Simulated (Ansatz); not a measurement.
# Relaxing C(111) slab, H on the bottom face (63 atoms)

How does C(111) slab, H on the bottom face (63 atoms) relax, and what do bonds, charges and levels look like afterwards?

Method: Kohn-Sham DFT, PBE+D3(BJ), PAW (set soft_2), plane waves, in Ansatz 0.2.0.

## Step 1: The structure

The cell holds 63 atoms: 54 C and 9 H. Its edges and angles: a = 7.567 Å, b = 7.567 Å, c = 17.724 Å, α = 90.0°, β = 90.0°, γ = 120.0°. It derives from C (diamond-structure). Diamond-structure C (a = 3.567 Å), (111) slab of 6 atomic planes, 3 x 3 surface cells, H on the broken bonds of the bottom face, 12 Å of vacuum; displaced by a Gaussian of 0.02 Å. Regions: slab, 54 atoms (54 C); hydrogen, 9 atoms (9 H). Vacuum lies along c.

Before any run, some limits are plain. The main run has no spin polarisation, so any moments at edges, vacancies or dangling bonds can't form in it. The electron count is odd and the run has no spin polarisation.

## Step 2: Single point at the start

The forces at the start show how far the geometry lies from a minimum of this functional.

Input file input.yaml:

```yaml
crystal:
  lattice:
    - [7.56675, 0.0, 0.0]
    - [-3.78337, 6.553, 0.0]
    - [0.0, 0.0, 17.72367]
  atoms:
    - { symbol: C, position: [0.44636, 0.89411, 0.4287] }
    - { symbol: C, position: [0.33013, 0.99984, 0.40084] }
    - { symbol: C, position: [0.22441, 0.78093, 0.54497] }
    - { symbol: C, position: [0.44432, 0.89064, 0.5158] }
    [... 53 atom lines left out ...]
    - { symbol: H, position: [0.33231, 0.34074, 0.34061] }
    - { symbol: H, position: [0.66464, 0.66456, 0.33896] }
    - { symbol: H, position: [0.00443, 0.0058, 0.33789] }
    - { symbol: H, position: [0.66882, 0.33867, 0.33877] }
    - { symbol: H, position: [0.00644, 0.67388, 0.33825] }
    - { symbol: H, position: [0.99994, 0.33129, 0.33965] }
kpoints:
  mp_grid: { grid: [2, 2, 1] }
hamiltonian:
  xc: pbe
  dispersion: d3bj
scf:
  occupations: { method: gaussian, width: 0.025 }
output:
  forces: true
  populations: true
  dos:
    method: { smearing: { sigma: 0.15 } }
    de: 0.1
    projected:
      site_lists:
        C: [C]
        H: [H]
        slab: [0, 1, 2, 3, 4, 5, 6, 7, 8, 9, 10, 11, 12, 13, 14, 15, 16, 17, 18, 19, 20, 21, 22, 23, 24, 25, 26, 27, 28, 29, 30, 31, 32, 33, 34, 35, 36, 37, 38, 39, 40, 41, 42, 43, 44, 45, 46, 47, 48, 49, 50, 51, 52, 53]
        hydrogen: [54, 55, 56, 57, 58, 59, 60, 61, 62]
  eigenvalues: true
```

The run is started by

```bash
ansatz run input.yaml --threads 4 --pin off --max-ram 8192MiB --backend cpu --events-out ev --progress --plain --runs-dir out
```

Elapsed: 31 s, on 4 threads of Arm Neoverse V2, shared host; peak memory 3.1 GiB.

The run gave:

| Quantity | Value |
| --- | --- |
| free energy | -13674.1991 eV |
| free energy per atom | -217.0508 eV/atom |
| SCF cycles | 23 |
| r.m.s. force component | 1.609 eV/Å |
| longest force | 5.38 eV/Å |
| Fermi energy | 2.472 eV |
| levels partly filled by over 2 per cent | 12 |
| spilling of the projection | 0.005824 |

The r.m.s. force component of 1.6 eV/Å sets the starting point.

Neighbours are counted within 1.85 Å (C-C), 1.34 Å (C-H).

Length of the force by element and coordination:

```csv
element,coordination,atoms,mean length of the force (eV/Å),spread,least,most
C,all,54,2.56,1.48,0.329,5.38
C,3,9,4.16,0.227,3.68,4.50
C,4,45,2.24,1.42,0.329,5.38
H,all,9,1.09,0.816,0.169,2.94
```

## Step 3: Relaxation

With the cell held, the atoms are moved downhill towards a nearby minimum.

input.yaml, the sections that differ from step 2:

```yaml
output:
  forces: true
relax:
  f_tol: 0.03
  max_steps: 200
  constraints:
    - { sites: [0, 1, 6, 7, 12, 13, 18, 19, 24, 25, 30, 31, 36, 37, 42, 43, 48, 49, 54, 55, 56, 57, 58, 59, 60, 61, 62], fix: xyz }
# crystal, kpoints, hamiltonian, scf: as in step 2
```

The job ended after 2.1 min (4 threads; peak memory 3 GiB; 7.7 min of CPU time).

Relaxation path:

```csv
step,energy less that of the first step (eV),largest force component, free atoms (eV/Å)
1,0.0000,5.1990
2,-3.9974,2.7052
3,-5.0310,0.9771
4,-5.0158,1.2557
5,-5.1739,0.2183
6,-5.1929,0.0857
7,-5.1951,0.0431
8,-5.1963,0.0508
9,-5.1964,0.0908
10,-5.1906,0.2692
11,-5.1980,0.0207
```

Relaxation steps 4, 10 were tried and not accepted.

The atoms that moved most (Å):

```csv
atom,dx,dy,dz,length
C5,0.002,-0.005,-0.165,0.165
C11,-0.016,0.016,-0.159,0.160
C53,0.026,0.003,-0.156,0.158
C30,-0.029,0.063,0.138,0.155
C41,-0.032,-0.020,-0.138,0.143
C47,0.001,0.014,-0.136,0.137
C12,-0.038,-0.013,0.129,0.135
C17,-0.010,0.011,-0.131,0.132
```

The relaxation changed the energy by -82.5 meV/atom, and atoms moved by 0.072 Å r.m.s., 0.17 Å at most.

## Step 4: Distances and neighbours after relaxation

Bonds before and after, by the cutoffs listed below:

```csv
pair,bonds before,bonds after,mean before (Å),mean after (Å),spread before (Å),spread after (Å)
C-C,99,99,1.545,1.538,0.027,0.057
C-H,9,9,1.084,1.084,0.034,0.034
```

Normalised to the volume that the atoms fill. Pair distribution functions g(r), in bins of 0.1 Å:

```csv
r (Å),total,C-C,C-H,H-H
0.95,0.00,0.00,0.00,0.00
1.05,0.81,0.00,3.32,0.00
1.15,0.36,0.00,1.47,0.00
1.25,0.00,0.00,0.00,0.00
1.35,0.00,0.00,0.00,0.00
1.45,2.16,2.94,0.00,0.00
1.55,3.71,5.05,0.00,0.00
1.65,0.55,0.74,0.00,0.00
1.75,0.00,0.00,0.00,0.00
1.85,0.00,0.00,0.00,0.00
1.95,0.00,0.00,0.00,0.00
2.05,0.04,0.00,0.14,0.00
2.15,0.79,0.00,3.21,0.00
2.25,0.06,0.00,0.25,0.00
2.35,0.00,0.00,0.00,0.00
2.45,1.69,1.99,0.00,11.00
2.55,4.85,6.06,0.00,19.50
2.65,0.68,0.72,0.52,1.04
2.75,0.87,0.00,3.54,0.00
2.85,0.68,0.80,0.39,0.00
2.95,2.82,3.84,0.00,0.00
3.05,0.82,1.12,0.00,0.00
3.15,0.00,0.00,0.00,0.00
3.25,0.14,0.00,0.58,0.00
3.35,0.23,0.00,0.94,0.00
3.45,0.43,0.15,1.29,0.00
3.55,0.92,1.21,0.10,0.00
3.65,0.29,0.39,0.00,0.00
3.75,0.17,0.23,0.00,0.00
3.85,1.95,2.51,0.41,0.00
3.95,0.46,0.40,0.68,0.00
4.05,0.15,0.19,0.04,0.00
4.15,0.40,0.00,1.65,0.00
4.25,0.47,0.33,0.92,0.00
4.35,2.79,3.50,0.23,7.84
4.45,0.88,0.83,0.90,2.66
4.55,0.75,0.78,0.75,0.00
4.65,1.24,1.45,0.71,0.00
4.75,0.18,0.22,0.06,0.00
4.85,0.00,0.00,0.00,0.00
4.95,0.51,0.26,1.18,1.21
5.05,1.15,1.32,0.27,5.84
5.15,0.68,0.58,0.96,0.85
5.25,1.35,1.52,0.96,0.00
```

Bonds by pair of elements; cutoffs follow the first minimum of g(r), held within bounds set by covalent radii, and pairs that aren't listed don't count as bonded:

```csv
pair A-B,cutoff (Å),bonds,mean length (Å),spread (Å),shortest (Å),B about A,A about B
C-C,1.85,99,1.54,0.057,1.48,3.67,3.67
C-H,1.34,9,1.08,0.034,1.02,0.167,1
```

How many atoms have how many bonded neighbours:

```csv
element,mean,1,3,4
C,3.83,0,9,45
H,1,9,0,0
```

Bond angles, per cent of each kind in bins of 5°:

```csv
angle (°),C-C-C,C-C-H
95–100,3.3,0.0
100–105,6.7,7.4
105–110,38.9,51.9
110–115,31.1,40.7
115–120,20.0,0.0
```

Bond angles (no mean is given where the spread exceeds 20°):

```csv
angle,count,mean (°),spread (°)
C-C-C,270,110,4.5
C-C-H,27,109,2.2
```

Bond length by coordination (bonds to H left out):

```csv
element,coordination,atoms,mean bond length (Å)
C,3,9,1.48
C,4,45,1.55
```

With the cutoffs above, 83 % of C atoms have 4 and all H atoms have 1 bonded neighbour. The C-C-C angle averages 110° with a spread of 4°.

## Step 5: Single point at the relaxed geometry

One more single point at the end of the walk gives the fuller output and checks the residual forces.

Input file input.yaml:

```yaml
crystal:
  lattice:
    - [7.56675, 0.0, 0.0]
    - [-3.78337, 6.553, 0.0]
    - [0.0, 0.0, 17.72367]
  atoms:
    - { symbol: C, position: [0.44636, 0.89411, 0.4287] }
    - { symbol: C, position: [0.33013, 0.99984, 0.40084] }
    - { symbol: C, position: [0.22201, 0.77855, 0.54276] }
    - { symbol: C, position: [0.44461, 0.89085, 0.51638] }
    [... 53 atom lines left out ...]
    - { symbol: H, position: [0.33231, 0.34074, 0.34061] }
    - { symbol: H, position: [0.66464, 0.66456, 0.33896] }
    - { symbol: H, position: [0.00443, 0.0058, 0.33789] }
    - { symbol: H, position: [0.66882, 0.33867, 0.33877] }
    - { symbol: H, position: [0.00644, 0.67388, 0.33825] }
    - { symbol: H, position: [0.99994, 0.33129, 0.33965] }
kpoints:
  mp_grid: { grid: [2, 2, 1] }
hamiltonian:
  xc: pbe
  dispersion: d3bj
scf:
  occupations: { method: gaussian, width: 0.025 }
output:
  forces: true
  populations: true
  dos:
    method: { smearing: { sigma: 0.15 } }
    de: 0.1
    projected:
      site_lists:
        C: [C]
        H: [H]
        slab: [0, 1, 2, 3, 4, 5, 6, 7, 8, 9, 10, 11, 12, 13, 14, 15, 16, 17, 18, 19, 20, 21, 22, 23, 24, 25, 26, 27, 28, 29, 30, 31, 32, 33, 34, 35, 36, 37, 38, 39, 40, 41, 42, 43, 44, 45, 46, 47, 48, 49, 50, 51, 52, 53]
        hydrogen: [54, 55, 56, 57, 58, 59, 60, 61, 62]
  eigenvalues: true
  write_density: true
  write_potential: true
  volumetric_format: npy
  elf: true
```

It took 28 s on 4 threads; peak memory 3.1 GiB.

The program notes that the exchange-correlation potential is rough where the density is thin.

Numbers from this run:

```
free energy                             : -13679.3971 eV
free energy per atom                    : -217.1333 eV/atom
SCF cycles                              : 13
r.m.s. force component                  : 0.7412 eV/Å
longest force                           : 4.766 eV/Å
Fermi energy                            : 3.325 eV
levels partly filled by over 2 per cent : 2
spilling of the projection              : 0.006228
```

Neighbours are counted within 1.85 Å (C-C), 1.34 Å (C-H), the cutoffs taken from the relaxation.

Length of the force by element and coordination:

```csv
element,coordination,atoms,mean length of the force (eV/Å),spread,least,most
C,all,54,0.685,1.07,0.0025,4.77
C,3,9,0.0118,0.0043,0.0025,0.0183
C,4,45,0.820,1.13,0.0032,4.77
H,all,9,1.08,0.807,0.146,2.91
```

Löwdin charges by element and coordination (they lack the spilled electrons, 0.022 e an atom on average):

```csv
element,coordination,atoms,mean charge (e),spread,least,most
C,all,54,-0.0021,0.0724,-0.154,0.0822
C,3,9,-0.0462,0.0084,-0.0599,-0.0374
C,4,45,0.0067,0.0762,-0.154,0.0822
H,all,9,0.169,0.0153,0.147,0.195
```

By region:

```csv
region,atoms,mean length of the force (eV/Å)
slab,54,0.685
hydrogen,9,1.08
```

States in the cell by windows of 1 eV, zero at the Fermi level; the larger projections on atomic orbitals stand beside the total:

```csv
from (eV),to (eV),total,slab,C p,C s,H s,hydrogen
-10,-9,18.2,17.3,15.5,1.8,0.8,0.8
-9,-8,16.3,15.4,13.5,1.9,0.8,0.8
-8,-7,22.4,21.0,19.3,1.6,1.4,1.4
-7,-6,16.1,15.6,15.0,0.6,0.5,0.5
-6,-5,28.2,27.2,26.3,1.0,0.9,0.9
-5,-4,14.4,13.9,13.3,0.5,0.5,0.5
-4,-3,4.1,4.1,4.1,0.0,0.0,0.0
-3,-2,1.2,1.1,1.1,0.0,0.0,0.0
-2,-1,0.0,0.0,0.0,0.0,0.0,0.0
-1,0,8.7,8.5,7.9,0.6,0.0,0.0
0,1,9.3,8.7,8.0,0.7,0.3,0.3
1,2,3.5,1.0,0.7,0.3,0.7,0.7
2,3,2.9,0.8,0.5,0.3,0.8,0.8
3,4,9.8,4.9,3.0,1.9,1.0,1.0
4,5,14.7,8.3,6.1,2.2,0.7,0.7
```

Between -23 and -10 eV lie 95 more states.

The levels nearest the highest filled one (over half full), pooled over k-points and spins:

```csv
level less the highest filled one (eV),occupation
-0.073,2
-0.0707,2
-0.0658,2
-0.0641,2
-0.0635,2
0,1.89
0.0592,0.08
0.067,0.029
0.0995,0
0.111,0
0.114,0
0.179,0
```

Planar average of the electrostatic potential energy along the normal, with the Fermi level as zero, after a running mean with a triangular window 4 Å wide at its base:

```csv
height (Å),potential energy (eV)
0.0,3.10
0.4,2.96
1.0,2.77
1.5,2.63
2.1,2.43
2.5,2.29
3.0,2.14
3.5,1.92
4.0,1.66
4.6,1.01
5.0,0.10
5.5,-1.69
6.1,-5.25
6.5,-7.97
7.1,-11.08
7.5,-12.45
8.0,-12.90
8.6,-12.94
9.0,-12.82
9.6,-12.61
10.0,-12.47
10.5,-12.20
11.1,-11.53
11.5,-10.08
12.1,-6.23
12.6,-2.92
13.0,0.22
13.6,3.22
14.0,4.00
14.6,4.07
15.1,3.96
15.5,3.82
16.1,3.63
16.5,3.49
17.1,3.30
17.6,3.15
```

Mean Löwdin charges: C -0.00, H +0.17 e (they miss 0.62 % of the electrons, so they add up to more than the cell's charge). Charges this small depend on the projection, at times even in sign. Within 0.4 eV of the Fermi level the largest share is C p (91 % of the projected weight). The potential slopes across the vacuum by 0.32 eV/Å: the slab bears a dipole, and with periodic images along the normal there is no flat vacuum level to read.

1 further run on a deliberately doubtful input is not shown.

## Step 6: Results

```yaml
energy_change_in_the_relaxation: -82.51 meV/atom
r_m_s_displacement: 0.072 Å
largest_displacement: 0.165 Å
free_energy_per_atom: -217.1333 eV/atom
r_m_s_force_component: 0.7412 eV/Å
wall_time_of_the_3_dft_runs: 3.1 min
```

In words: Relaxation lowers the energy by 82.5 meV/atom and moves atoms by 0.072 Å r.m.s.; the r.m.s. force component goes from 1.6 to 0.74 eV/Å, held atoms included. By the final cutoffs no bond was broken or made. First to last step the energy falls by 5.198 eV; the largest move, 0.16 Å, is that of C5. The C-C bonds change most in mean length: from 1.545 Å (spread 0.027) to 1.538 Å (spread 0.057). With the cutoffs above, 83 % of C atoms have 4 and all H atoms have 1 bonded neighbour. 2 levels are partly filled, by over 2 % (on the run's k-points): no clear gap opens at this level. Levels of broken or missing bonds inside a gap of the host would look the same.

What to keep in mind: The slab bears a dipole and has periodic images along its normal, so a spurious field crosses the vacuum. 27 atoms were held in place, and force statistics include the forces on them.

[Logs are printed without paths, hosts, clocks, repeated set-up lines and the standing remarks that a program may print on its own settings, such as how far it seeks lower states.]

[Hosts, paths, dates, database ids (printed as entryN), source tags and the programs' standing remarks are cut or masked in the printed files.]
